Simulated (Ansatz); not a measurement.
# A hypothetical structure for CaZnGaH, part 2 of 2

This structure for CaZnGaH is made up. Its elements were placed in a known structure type with a cell scaled to their sizes. What cell does the guess relax to, and how far off was it?

Ansatz 0.2.0; DFT, r2SCAN, plane-wave PAW, files of the set soft_1, scalar-relativistic, no spin, cell and ions relaxed at zero pressure; PAW set soft_1 (the session's first sound run).

So far: The starting structure; Relaxing cell and atoms. The relaxed cell has a = 4.340, c = 4.165 Å (conventional setting).

## 3. Bands of the relaxed cell

With the geometry fixed, one more self-consistent run, with a narrower smearing and the mesh shown in its input, gives the bands, and its pressure, and its forces where symmetry allows any, show how far the geometry depends on these settings.

This step: DFT, r2SCAN, plane-wave PAW, files of the set soft_1, scalar-relativistic, no spin, bands and density of states at the relaxed cell; PAW set soft_1 (Ansatz 0.2.0).

File input.yaml:

```yaml
crystal:
  lattice:
    - [4.3397784063, 0.0, 0.0]
    - [-2.1698892031, 3.7583583466, 0.0]
    - [0.0, 0.0, 4.1649943907]
  atoms:
    - { symbol: Ga, position: [0.3333333333, 0.6666666667, 0.5441372604] }
    - { symbol: Zn, position: [0.0, 0.0, 0.5175338353] }
    - { symbol: Ca, position: [0.6666666667, 0.3333333333, 0.0370260941] }
    - { symbol: H, position: [0.3333333333, 0.6666666667, 0.9515028102] }
kpoints:
  mp_grid: { grid: [8, 8, 8] }
  band_path:
    path:
      - [[0.0, 0.0, 0.0], [0.5, 0.0, 0.0], [0.33333333, 0.33333333, 0.0], [0.0, 0.0, 0.0], [0.0, 0.0, 0.5], [0.5, 0.0, 0.5], [0.33333333, 0.33333333, 0.5], [0.0, 0.0, 0.5]]
      - [[0.5, 0.0, 0.5], [0.5, 0.0, 0.0]]
      - [[0.33333333, 0.33333333, 0.0], [0.33333333, 0.33333333, 0.5]]
    npoints: 8
scf:
  occupations: { method: fermi_dirac, width: 0.03 }
  n_extra_bands: 8
hamiltonian:
  xc: r2scan
  pseudopotentials: { kind: paw, azcp: { folder: soft_1 } }
output:
  forces: true
  stress: true
  write_bands: true
  dos: { projected: true }
  write_density: true
  write_potential: true
  elf: true
  volumetric_format: npy
```

Started as:

```sh
> ansatz run input.yaml --threads 4 --pin off --max-ram 8192MiB --backend cpu --events-out ev --progress --plain --runs-dir out
```

Numbers of over 12 decimals in the logs are rounded to 6 here.

Log:

```text
[...]
Crystal: 4 atoms, lattice volume = 67.933 Å³
Basis set: ecut = 500 eV, 1725 PW (Γ), exchange–correlation on 128×128×128 points (64 copies of the dense FFT grid, shifted against one another)
Bands: 26, of which v1, the nominal top of the filled ones, is band 18 counted from 1 (17 counted from 0)
Symmetry: 6 space group operations
[...]
k-points: 65 of 512 (time reversal used)
[...]
SCF iter   1: F=—  HF=-8955.377679 eV  |F-HF|=—  |Δ(HF+E_count)|=         —  Δρ=6.51e-2  dr2=3.04e0  dr2_τ=2.78e-2  ethr=3.10e-3  ⟨swp⟩=7.0  Hψ=9165  notcnv=0
[...]
SCF iter  11: F=-8954.840816 eV  HF=-8954.840816 eV  |F-HF|=6.89e-9  |Δ(HF+E_count)|=   2.65e-7  Δρ=1.23e-5  dr2=9.57e-8  dr2_τ=7.07e-10  ethr=2.78e-10  ⟨swp⟩=13.7  Hψ=12225  notcnv=0
SCF 1 converged in 11 iterations: F = -8954.840816 eV  dr2 = 9.57e-8
[...]
NSCF: frozen V_eff on 75 k-points
SCF converged after 11 iterations
Free energy (F): -8954.840816 eV
[...]
Internal energy: -8954.834804 eV  (E = F + TS)
E sigma→0 (E₀):  -8954.837810 eV
Entropy (-TS):   -0.006011 eV (-1.503 meV/atom)
Fermi energy:    8.094490 eV
[...]
--- Forces (eV/Å), atoms counted from 1 ---
  atom   1  Ga    -0.00000000    -0.00000000    -0.01345891
  atom   2  Zn     0.00000000    -0.00000000    -0.03752167
  atom   3  Ca    -0.00000000    -0.00000000     0.00659902
  atom   4  H      0.00000000     0.00000000     0.04438243
  max |Σ_I F_I| component: 8.66e-7 eV/Å
--- Stress (GPa, compression-positive) ---
       -0.273845      -0.000000      -0.000000
       -0.000000      -0.273845      -0.000000
       -0.000000      -0.000000       0.247017
  P = ⅓ Tr σ = -0.1002 GPa (-1.002 kbar)
--- Band table (eV; the first three rows and the last of 65) ---
  k-point 0: bands = [... 14 lower, 0.8049, 5.6298, 8.4633, 8.4633, 8.8089, 10.1122, 12.4038, 12.4038, ... 4 higher]
  k-point 1: bands = [... 14 lower, 0.8020, 5.0328, 8.5943, 8.5943, 8.8343, 10.6531, 11.6924, 11.6924, ... 4 higher]
  k-point 2: bands = [... 14 lower, 0.8044, 3.8237, 8.9753, 8.9753, 9.0884, 11.0610, 11.0610, 11.5521, ... 4 higher]
  k-point 64: bands = [... 14 lower, 1.7897, 3.5059, 3.9341, 6.3268, 7.7125, 11.6019, 12.5879, 13.0152, ... 4 higher]
```

It took 14 s on 4 threads of Intel Xeon Platinum 8259CL at 2.50GHz (Skylake/Cascade Lake), shared host; peak memory 0.62 GiB.

This step gave:

```yaml
free_energy: -8954.8408 eV
energy_at_zero_smearing: -8954.8378 eV
smearing_term_ts: 0.006011 eV
fermi_energy: 8.094 eV
pressure: -0.1002 GPa
```

From bands.tsv, the bands that come nearest the Fermi level along the path, at its corners, in eV from the Fermi level:

| point | band 15 | band 16 | band 17 | band 18 | band 19 | band 20 | band 21 | band 22 |
| --- | --- | --- | --- | --- | --- | --- | --- | --- |
| Γ | -7.29 | -2.46 | 0.37 | 0.37 | 0.71 | 2.02 | 4.31 | 4.31 |
| M | -6.96 | -5.20 | -1.35 | -0.52 | 0.98 | 2.44 | 4.02 | 4.41 |
| K | -6.77 | -4.91 | -3.01 | -0.65 | 2.14 | 2.20 | 3.57 | 3.61 |
| Γ | -7.29 | -2.46 | 0.37 | 0.37 | 0.71 | 2.02 | 4.31 | 4.31 |
| A | -7.06 | -6.04 | 1.72 | 1.89 | 1.89 | 2.53 | 2.53 | 2.95 |
| L | -6.44 | -4.79 | -3.98 | -0.74 | -0.59 | 3.10 | 4.61 | 4.73 |
| H | -6.27 | -4.41 | -4.36 | -1.90 | -0.35 | 3.33 | 4.75 | 5.04 |
| A | -7.06 | -6.04 | 1.72 | 1.89 | 1.89 | 2.53 | 2.53 | 2.95 |
| L | -6.44 | -4.79 | -3.98 | -0.74 | -0.59 | 3.10 | 4.61 | 4.73 |
| M | -6.96 | -5.20 | -1.35 | -0.52 | 0.98 | 2.44 | 4.02 | 4.41 |
| K | -6.77 | -4.91 | -3.01 | -0.65 | 2.14 | 2.20 | 3.57 | 3.61 |
| H | -6.27 | -4.41 | -4.36 | -1.90 | -0.35 | 3.33 | 4.75 | 5.04 |

Counts of states for the cell as run, both spins, by energy window (eV from the Fermi level):

```
from  to  total
  -8  -7   9.15
  -7  -6   1.12
  -6  -5   0.25
  -5  -4   1.47
  -4  -3   0.73
  -3  -2   0.78
  -2  -1   1.18
  -1   0   1.54
   0   1   1.08
   1   2   0.97
   2   3   1.12
   3   4   2.48
   4   5   4.19
```

A further 19.7 states lie below the table's range.

ELF in the ac plane at fractional y = 0.667, with atoms of Ga and H within 0.2 Å of it. It is the smooth field of the valence electrons, not physical close to the nuclei.

Values in units of 1e-1, 13 rows by 14 columns, each cell a mean:
```
0.8 3.1 7.8 9.7 9.9 9.9 9.7 7.4 3.2 0.8 0.4 0.5 0.4 0.4
1.5 3.3 6.4 8.5 9.3 9.3 8.6 6.2 3.3 1.4 0.8 0.7 0.7 0.8
2.7 3.3 4.0 4.5 4.9 4.9 4.5 3.9 3.3 2.6 2.1 1.8 1.8 2.1
4.1 3.7 2.7 2.3 1.9 1.9 2.3 2.8 3.6 4.1 3.7 3.4 3.4 3.7
4.9 3.9 2.6 1.4 0.5 0.5 1.4 2.7 3.8 4.9 4.4 3.7 3.8 4.3
5.3 4.1 2.5 0.8 0.4 0.4 0.8 2.6 4.1 5.4 4.5 3.6 3.6 4.4
5.6 4.6 2.9 1.3 0.4 0.4 1.2 3.0 4.5 5.6 4.6 3.7 3.7 4.5
5.6 5.2 3.5 2.5 1.8 1.8 2.5 3.6 5.1 5.6 4.6 3.8 3.8 4.5
4.7 5.0 4.2 3.3 2.9 2.9 3.2 4.3 5.0 4.6 3.6 3.0 3.0 3.6
2.6 3.3 3.3 3.0 2.7 2.8 3.0 3.3 3.2 2.5 1.8 1.4 1.4 1.7
0.8 1.3 1.9 2.7 3.2 3.2 2.7 1.8 1.3 0.8 0.6 0.5 0.5 0.5
0.4 1.2 3.7 6.5 7.9 7.8 6.6 3.4 1.2 0.4 0.4 0.6 0.5 0.4
0.5 2.1 6.8 9.3 9.9 9.9 9.4 6.3 2.2 0.5 0.4 0.6 0.6 0.4
```
Columns run along a (4.3 Å), rows up along c (4.2 Å). Atoms in or near the plane, at fractional coordinates: Ga at (0.33, 0.54), H at (0.33, 0.95).

Valence density in the ac plane at fractional y = 0.667, with atoms of Ga and H within 0.2 Å of it. It is the smooth field of the valence electrons, not physical close to the nuclei.

Values in e/Å³, 13 rows by 14 columns, each cell a mean:
```
 0  0  0  1  1  1  1  0  0  0  0  0  0  0
 0  0  0  0  1  1  0  0  0  0  0  0  0  0
 0  0  0  0  1  1  0  0  0  0  0  0  0  0
 0  0  0  1  1  1  1  0  0  0  0  0  0  0
 0  0  1  3 10 10  3  1  0  0  0  0  0  0
 0  0  1  7 31 30  7  1  0  0  0  0  0  0
 0  0  1  4 16 16  4  1  0  0  0  0  0  0
 0  0  0  1  2  2  1  0  0  0  0  0  0  0
 0  0  0  0  0  0  0  0  0  0  0  0  0  0
 0  0  0  0  0  0  0  0  0  0  0  0  0  0
 0  0  0  0  0  0  0  0  0  0  0  0  0  0
 0  0  0  0  0  0  0  0  0  0  0  0  0  0
 0  0  0  0  1  1  0  0  0  0  0  0  0  0
```
Columns run along a (4.3 Å), rows up along c (4.2 Å). Atoms in or near the plane, at fractional coordinates: Ga at (0.33, 0.54), H at (0.33, 0.95).

Electrostatic potential energy in the ac plane at fractional y = 0.667, with atoms of Ga and H within 0.2 Å of it. With pseudopotentials it is smooth inside the atoms' cores, unlike the true potential.

Values in eV, 13 rows by 14 columns, each cell a mean:
```
 8  9  9  2 -3 -3  2  9  9  8  7  6  6  7
 9 10  9  5 -1 -1  5  9 10  9  8  7  7  8
 9  9  7  3  0  0  3  7  9  9  9  9  9  9
 9  7  1  1  7  6  0  2  7  9  9  9  9  9
 9  5  0 15 30 29 15 -1  5  9  9  9  9  9
 8  4  2 26 35 35 27  1  3  9  9  9  9  9
 9  5  1 19 33 33 20  0  5  9  9  9  9  9
 9  7  1  3 13 12  3  1  7  9  9  9  9  9
10  9  7  2  0  0  2  7  9 10  9  9  9  9
 9 10  9  8  7  7  8  9 10  9  9  8  8  9
 9 10 10 10 10 10 10 10 10  8  7  6  6  7
 8  9 10  9  6  7  9 10  9  8  6  5  5  6
 8  9  9  5 -2 -2  5  9  9  8  6  5  5  6
```
Columns run along a (4.3 Å; values clipped at the 3rd and 97th percentile), rows up along c (4.2 Å). Atoms in or near the plane, at fractional coordinates: Ga at (0.33, 0.54), H at (0.33, 0.95).

## 4. Summary of results

```json
{
 "space group, relaxed": "P3m1",
 "conventional cell": "a = 4.340, b = 4.340, c = 4.165 Å; α = 90.0°, β = 90.0°, γ = 120.0°",
 "volume per atom": "16.98 Å³ (guess 18.16)"
}
```

In words: CaZnGaH relaxes to P3m1 with a = 4.340, b = 4.340 and c = 4.165 Å. The guessed volume was 7 % too large. The space group P3m1 was held in the relaxation, so the end point is a stationary structure within it and may be a saddle against distortions or other arrangements. Bands cross the Fermi level, so it is a metal or semimetal at this level. On the 8×8×8 mesh with the narrower smearing (relaxed on 7×7×6) the largest force component is 0.044 eV/Å and the largest stress component is 0.274 GPa, against the relaxation's thresholds of 0.015 eV/Å and 0.05 GPa. The cutoff wasn't tested. A vector of the cell changed its length by 11 %, more than the volume shows. No dispersion term is used, so weakly bound directions may come out too long. Nothing here tests whether the compound is stable against decomposition.

[Logs are printed without paths, hosts, clocks, repeated set-up lines and the standing remarks that a program may print on its own settings, such as how far it seeks lower states.]

[Hosts, paths, dates, database ids (printed as entryN), source tags and the programs' standing remarks are cut or masked in the printed files.]
